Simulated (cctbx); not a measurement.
**CuNiTe3As with cctbx, script by script**

Library: cctbx 2025.11. The data are simulated by the first script.

## 1. Simulate the data

run.py:

```python
from cctbx import adptbx, crystal, miller, sgtbx, xray
from cctbx.array_family import flex
from iotbx.shelx import hklf
from scitbx import matrix
import scitbx.random

cs = crystal.symmetry(unit_cell=(5.106, 7.743, 12.869, 90, 90, 90), space_group_symbol='Hall: P 2ac 2ab')  # P2_12_12_1
atoms = [  # label, site, U (iso, or U11 U22 U33 U12 U13 U23 in A^2), occupancy
    ("Te1", (0.2842, 0.1352, 0.0966), (0.0011, 0.0021, 0.0015, -0.0002, 0.0007, -0.0002), 1),
    ("Te2", (0.2666, 0.3782, 0.2945), (0.0044, 0.0030, 0.0041, -0.0011, -0.0013, -0.0005), 1),
    ("Te3", (0.7167, 0.1313, 0.405), (0.0029, 0.0020, 0.0033, -0.0008, 0.0001, 0.0004), 0.8),
    ("As1", (0.7167, 0.1313, 0.405), (0.0029, 0.0020, 0.0033, -0.0008, 0.0001, 0.0004), 0.2),
    ("As2", (0.941, 0.3786, 0.1353), (0.0024, 0.0013, 0.0025, -0.0004, -0.0002, -0.0001), 0.8),
    ("Te4", (0.941, 0.3786, 0.1353), (0.0024, 0.0013, 0.0025, -0.0004, -0.0002, -0.0001), 0.2),
    ("Cu1", (0.9747, 0.3771, 0.4398), (0.0037, 0.0039, 0.0031, -0.0011, -0.0011, 0.0004), 1),
    ("Ni1", (0.5002, 0.1303, 0.2553), (0.0049, 0.0022, 0.0046, -0.0006, 0.0001, 0.0010), 1),
]
xs = xray.structure(crystal_symmetry=cs)
for label, site, u, occ in atoms:
    u = adptbx.u_cif_as_u_star(cs.unit_cell(), u) if isinstance(u, tuple) else u
    xs.add_scatterer(xray.scatterer(label, site=site, u=u, occupancy=occ))
xs.set_inelastic_form_factors(1.54184, "sasaki")
xs.show_summary()
p1 = xs.expand_to_p1()
ms = miller.build_set(p1, anomalous_flag=True, d_min=0.83)
flex.set_random_seed(194844)
scitbx.random.set_random_seed(194844)
ms = ms.select(flex.random_double(ms.size()) < 0.95)
i = ms.structure_factors_from_scatterers(p1, algorithm="direct").f_calc().as_intensity_array().data()
i = i / flex.sqrt(1 + 0.1 * i / flex.max(i))  # extinction
i = i * 20000 / flex.max(i)
sig = flex.sqrt(i + flex.pow2(0.015 * i) + 2 ** 2)
noise = scitbx.random.variate(scitbx.random.normal_distribution())(i.size())
data = ms.array(data=i + sig * noise, sigmas=sig).set_observation_type_xray_intensity()
with open("data.hkl", "w") as f:
    data.export_as_shelx_hklf(f)
print("reflections written:", data.size(), " <I/sigma> = %.1f" % flex.mean(data.data() / data.sigmas()))
for h, a, b in list(data.sort("data"))[:12]:
    print("%4d%4d%4d %9.1f %7.1f" % (h + (a, b)))
```

```console
$ python run.py
```

```text
Number of scatterers: 8
At special positions: 0
Unit cell: (5.106, 7.743, 12.869, 90, 90, 90)
Space group: P 21 21 21 (No. 19)
reflections written: 3535  <I/sigma> = 16.1
   0  -4   0   20719.4   331.7
   0   4   0   19934.6   331.7
   2  -2   3   12484.6   212.6
  -2  -2   3   12246.0   213.0
  -2   2  -3   12179.0   213.0
  -2  -2  -3   12172.3   212.6
   2  -2  -3   12150.8   213.0
   2   2  -3   12139.2   212.6
   2   2   3   12058.3   213.0
   0   8   0    8153.2   150.6
   0   2  13    7862.9   147.5
   0   2 -13    7850.3   147.5
```

It took 0.23 s on 1 thread of Arm Neoverse V2, on a shared host, peak memory 0.07 GiB.

## 2. Refinement

run.py:

```python
import math
from cctbx import adptbx, crystal, maptbx, sgtbx, xray
from cctbx.array_family import flex
from cctbx.xray import observations
from iotbx.shelx import hklf
from scitbx.lstbx import normal_eqns_solving
from smtbx import absolute_structure, utils
from smtbx.refinement import constraints, least_squares

cs = crystal.symmetry(unit_cell=(5.106, 7.743, 12.869, 90, 90, 90), space_group_symbol='Hall: P 2ac 2ab')  # P2_12_12_1
atoms = [  # label, site, U (iso, or U11 U22 U33 U12 U13 U23 in A^2), occupancy
    ("Te1", (0.2842, 0.1352, 0.0966), 0.0200, 1),
    ("Te2", (0.2666, 0.3782, 0.2945), 0.0200, 1),
    ("Te3", (0.7167, 0.1313, 0.405), 0.0200, 1),
    ("As2", (0.941, 0.3786, 0.1353), 0.0200, 1),
    ("Cu1", (0.9747, 0.3771, 0.4398), 0.0200, 1),
    ("Ni1", (0.5002, 0.1303, 0.2553), 0.0200, 1),
]
xs = xray.structure(crystal_symmetry=cs)
for label, site, u, occ in atoms:
    u = adptbx.u_cif_as_u_star(cs.unit_cell(), u) if isinstance(u, tuple) else u
    xs.add_scatterer(xray.scatterer(label, site=site, u=u, occupancy=occ))
xs.set_inelastic_form_factors(1.54184, "sasaki")
xs.convert_to_anisotropic()
raw = hklf.reader(file_name="data.hkl").as_miller_arrays(crystal_symmetry=cs, anomalous=True)[0]
merged = raw.eliminate_sys_absent().merge_equivalents()
fo2 = merged.array().set_observation_type_xray_intensity()
print("Rint %.3f, %d unique reflections to %.2f A" % (merged.r_int(), fo2.size(), fo2.d_min()))
for sc in xs.scatterers():
    sc.flags.set_grad_site(True)
    sc.flags.set_grad_u_aniso(sc.flags.use_u_aniso())
    sc.flags.set_grad_u_iso(sc.flags.use_u_iso())
obs = fo2.as_xray_observations()
extra = {}
rep = constraints.reparametrisation(xs, [], utils.connectivity_table(xs), **extra)
ls = least_squares.crystallographic_ls(obs, rep, weighting_scheme=least_squares.mainstream_shelx_weighting(a=0, b=0))
print("cycle     R1     wR2    GooF  max shift (A)")
for cycle in range(12):
    ls.build_up()
    r1, wr2, goof = ls.r1_factor(cutoff_factor=2)[0], ls.wR2(), ls.goof()
    old = xs.sites_cart()
    normal_eqns_solving.levenberg_marquardt_iterations(ls, n_max_iterations=3, tau=1e-06, step_threshold=1e-7)
    big = flex.max((xs.sites_cart() - old).norms())
    print("%4d %7.4f %7.4f %7.3f %9.5f" % (cycle + 1, r1, wr2, goof, big))
    ls.build_up(objective_only=True)
    if abs(ls.wR2() - wr2) < 5e-5 and big < 5e-4:
        break
ls.build_up()
print("final R1 %.4f wR2 %.4f GooF %.3f  parameters %d  data/parameter %.1f" % (ls.r1_factor(cutoff_factor=2)[0], ls.wR2(), ls.goof(), ls.n_parameters, fo2.size() / ls.n_parameters))
cov = ls.covariance_matrix_and_annotations()
su = dict(zip(cov.annotations, (math.sqrt(max(v, 0)) for v in cov.matrix.matrix_packed_u_diagonal())))
a2 = cs.unit_cell().reciprocal_parameters()[0] ** -2
print("atom        x        y        z      Ueq    occ   su(xyz)  su(Uiso or U11)")
for sc in xs.scatterers():
    s = max(su.get(sc.label + k, 0) for k in (".x", ".y", ".z"))
    npd = "" if sc.is_positive_definite_u(cs.unit_cell()) else "  NPD"
    print("%-5s %8.5f %8.5f %8.5f %8.4f %6.3f %8.5f %7.4f%s" % ((sc.label,) + sc.site + (sc.u_iso_or_equiv(cs.unit_cell()), sc.occupancy, s, su.get(sc.label + ".uiso", su.get(sc.label + ".u11", 0) * a2), npd)))
fo = fo2.f_sq_as_f()
fc = fo.structure_factors_from_scatterers(xs, algorithm="direct").f_calc()
diff = fo.f_obs_minus_f_calc(1 / math.sqrt(ls.scale_factor()), fc).average_bijvoet_mates()
m = diff.fft_map(symmetry_flags=maptbx.use_space_group_symmetry, resolution_factor=0.25).apply_volume_scaling()
print("difference map: max %.2f min %.2f rms %.2f" % (m.statistics().max(), m.statistics().min(), m.statistics().sigma()))
peaks = m.peak_search(parameters=maptbx.peak_search_parameters(min_distance_sym_equiv=0.6, max_clusters=6)).all()
near = xs.closest_distances(peaks.sites(), distance_cutoff=4)
sps = cs.special_position_settings(min_distance_sym_equiv=0.5)
for k, (x, h) in enumerate(zip(peaks.sites(), peaks.heights())):
    ss = sps.site_symmetry(x)
    print("Q%-3d %7.4f %7.4f %7.4f %4d %7.2f  %.2f A from %s" % ((k + 1,) + tuple(t % 1 for t in ss.exact_site()) + (ss.multiplicity(), h, near.smallest_distances[k], xs.scatterers()[near.i_seqs[k]].label)))
```

```console
$ python run.py
```

```text
Rint 0.025, 929 unique reflections to 0.83 A
cycle     R1     wR2    GooF  max shift (A)
   1  0.1321  0.2760  10.083   0.00173
   2  0.0263  0.0635   2.320   0.00001
final R1 0.0263 wR2 0.0635 GooF 2.320  parameters 54  data/parameter 17.2
atom        x        y        z      Ueq    occ   su(xyz)  su(Uiso or U11)
Te1    0.28429  0.13523  0.09659   0.0010  1.000  0.00015  0.0004
Te2    0.26657  0.37825  0.29453   0.0034  1.000  0.00015  0.0004
Te3    0.71666  0.13139  0.40501   0.0072  1.000  0.00017  0.0004
As2    0.94079  0.37862  0.13525  -0.0058  1.000  0.00022  0.0005  NPD
Cu1    0.97493  0.37702  0.43971   0.0032  1.000  0.00035  0.0009
Ni1    0.49999  0.13017  0.25529   0.0035  1.000  0.00046  0.0010
difference map: max 2.31 min -2.00 rms 0.35
Q1    0.1187  0.8742  0.3619    4    2.36  0.31 A from As2
Q2    0.0022  0.3792  0.1346    4    2.32  0.31 A from As2
Q3    0.1339  0.8526  0.8177    4    0.88  1.06 A from Ni1
Q4    0.1998  0.6575  0.8080    4    0.82  0.37 A from Te2
Q5    0.0618  0.3009  0.3551    4    0.75  1.32 A from Cu1
Q6    0.2048  0.1688  0.3167    4    0.69  1.68 A from Te2
```

Time: 0.36 s.

This run holds a fault made on purpose: disorder ignored: each site full, of its main element.

## 3. Refinement (occupancies of the disordered sites free, main element alone)

run.py, as its changes from the last script of this kind:

```diff
@@ -12,6 +12,6 @@
-    ("Te1", (0.2842, 0.1352, 0.0966), 0.0200, 1),
-    ("Te2", (0.2666, 0.3782, 0.2945), 0.0200, 1),
-    ("Te3", (0.7167, 0.1313, 0.405), 0.0200, 1),
-    ("As2", (0.941, 0.3786, 0.1353), 0.0200, 1),
-    ("Cu1", (0.9747, 0.3771, 0.4398), 0.0200, 1),
-    ("Ni1", (0.5002, 0.1303, 0.2553), 0.0200, 1),
+    ("Te1", (0.28429, 0.13523, 0.09659), 0.0120, 1),
+    ("Te2", (0.26657, 0.37825, 0.29453), 0.0120, 1),
+    ("Te3", (0.71666, 0.13139, 0.40501), 0.0120, 1),
+    ("As2", (0.94079, 0.37862, 0.13525), 0.0120, 1),
+    ("Cu1", (0.97493, 0.37702, 0.43971), 0.0120, 1),
+    ("Ni1", (0.49999, 0.13017, 0.25529), 0.0120, 1),
@@ -32,0 +33 @@
+    sc.flags.set_grad_occupancy(sc.label in ('Te3', 'As2'))
@@ -38 +39 @@
-for cycle in range(12):
+for cycle in range(20):
@@ -57,0 +59,2 @@
+print("su of occupancy Te3: %.3f" % su["Te3.occ"])
+print("su of occupancy As2: %.3f" % su["As2.occ"])
```

```console
$ python run.py
```

```text
Rint 0.025, 929 unique reflections to 0.83 A
cycle     R1     wR2    GooF  max shift (A)
   1  0.0858  0.1834   6.710   0.00107
   2  0.0174  0.0387   1.417   0.00030
   3  0.0160  0.0354   1.297   0.00012
   4  0.0156  0.0347   1.271   0.00005
   5  0.0155  0.0346   1.264   0.00002
   6  0.0155  0.0345   1.262   0.00001
final R1 0.0154 wR2 0.0345 GooF 1.261  parameters 56  data/parameter 16.6
atom        x        y        z      Ueq    occ   su(xyz)  su(Uiso or U11)
Te1    0.28434  0.13520  0.09661   0.0013  1.000  0.00008  0.0002
Te2    0.26663  0.37827  0.29452   0.0037  1.000  0.00008  0.0002
Te3    0.71666  0.13137  0.40502   0.0030  0.922  0.00009  0.0003
As2    0.94092  0.37865  0.13523   0.0010  1.127  0.00012  0.0003
Cu1    0.97478  0.37709  0.43974   0.0032  1.000  0.00019  0.0005
Ni1    0.50017  0.13030  0.25524   0.0040  1.000  0.00025  0.0005
su of occupancy Te3: 0.003
su of occupancy As2: 0.004
difference map: max 0.62 min -0.60 rms 0.15
Q1    0.0340  0.6274  0.1813    4    0.64  1.69 A from Te3
Q2    0.1274  0.8547  0.8170    4    0.56  1.03 A from Ni1
Q3    0.2389  0.5815  0.6573    4    0.55  1.69 A from As2
Q4    0.1466  0.1485  0.6741    4    0.53  1.99 A from Te2
Q5    0.1709  0.0535  0.3559    4    0.51  1.47 A from As2
Q6    0.1643  0.1546  0.3143    4    0.49  1.83 A from Te2
```

It took 0.54 s on 1 thread of Arm Neoverse V2, with other jobs on the host, peak memory 0.09 GiB.

[Logs are printed without paths, hosts, clocks, repeated set-up lines and the standing remarks that a program may print on its own settings, such as how far it seeks lower states.]
